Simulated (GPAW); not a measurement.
# B K edge of CrB (Cmcm): cell size and cost

How large a supercell does the B K edge of CrB (Cmcm) need, and what does it cost? The absorber has 2 B at 1.79 Å, 4 Cr at 2.18 Å, 2 Cr at 2.22 Å and 1 Cr at 2.28 Å (9-fold, site symmetry m2m).

The runs were made apart and are set side by side; the one with the holes farthest apart serves as the reference. All curves get a further Gaussian of 1.5 eV full width, so that line shapes and meshes matter less.

**1. Cost and result by level**

| run | hole distance (Å) | k mesh | core time | raw zero (eV) | zero less the added terms (eV) | r.m.s. from the reference after the best shift (%) |
| --- | --- | --- | --- | --- | --- | --- |
| GPAW LDA, 16 atoms | 5.1 | 4×4×4 | 48 min | 185.2 | 185.2 | 3 |
| GPAW LDA, 28 atoms | 6.6 | 4×4×4 | 1.6 h | 185.2 | 185.2 | - |

Times are from shared hosts. The zero: total-energy differences, nothing else added; LDA puts this hole about 2 eV below PBE, itself good to a few eV.

| E (eV) | GPAW LDA, 16 atoms | GPAW LDA, 28 atoms |
| --- | --- | --- |
| -2.00 | 0.00 | 0.00 |
| -1.25 | 0.03 | 0.03 |
| -0.50 | 0.15 | 0.16 |
| 0.25 | 0.46 | 0.46 |
| 1.00 | 0.79 | 0.80 |
| 1.75 | 1.03 | 1.03 |
| 2.50 | 1.27 | 1.27 |
| 3.25 | 1.47 | 1.48 |
| 4.00 | 1.46 | 1.48 |
| 4.75 | 1.27 | 1.29 |
| 5.50 | 1.03 | 1.04 |
| 6.25 | 1.00 | 0.96 |
| 7.00 | 1.22 | 1.19 |
| 7.75 | 1.35 | 1.39 |
| 8.50 | 1.30 | 1.35 |
| 9.25 | 1.26 | 1.25 |
| 10.00 | 1.22 | 1.20 |
| 10.75 | 1.15 | 1.13 |
| 11.50 | 1.04 | 1.02 |
| 12.25 | 0.92 | 0.92 |
| 13.00 | 0.85 | 0.87 |
| 13.75 | 0.81 | 0.85 |
| 14.50 | 0.76 | 0.81 |
| 15.25 | 0.74 | 0.76 |
| 16.00 | 0.76 | 0.73 |
| 16.75 | 0.77 | 0.72 |
| 17.50 | 0.74 | 0.70 |
| 18.25 | 0.69 | 0.67 |
| 19.00 | 0.63 | 0.64 |
| 19.75 | 0.58 | 0.61 |
| 20.50 | 0.52 | 0.55 |
| 21.25 | 0.46 | 0.48 |
| 22.00 | 0.40 | 0.41 |
| 22.75 | 0.38 | 0.38 |
| 23.50 | 0.39 | 0.38 |
| 24.25 | 0.41 | 0.41 |
| 25.00 | 0.44 | 0.44 |
| 25.75 | 0.47 | 0.48 |
| 26.50 | 0.50 | 0.51 |
| 27.25 | 0.53 | 0.52 |

**2. Reading**

The smallest cell differs from the reference by 3 % r.m.s. after a shift of 0.0 eV at 0.50 of its cost, so it already gives the shape. Its highest intensity below 16 eV lies at 3.6 eV against 3.6 eV. Whether the reference itself is converged wasn't tested.

The hole lies in one spin channel, while the script sums the empty states of both and takes the lower zero; where the two channels are split, this blurs and shifts the curve. The starting moments shrank to 0.00 μB or less, so this is hardly a magnetic state. Lifetime broadening is put in by hand, and intensities beyond about 20 eV depend on it. Meshes are coarse enough for small ripples in CrB (Cmcm) and CrB (Cmcm). Some cells keep the holes under 6.5 Å apart, so shapes are probably not fully converged. The structures are entries of the Crystallography Open Database, used as given.

[Hosts, paths, dates, database ids (printed as entryN), source tags and the programs' standing remarks are cut or masked in the printed files.]
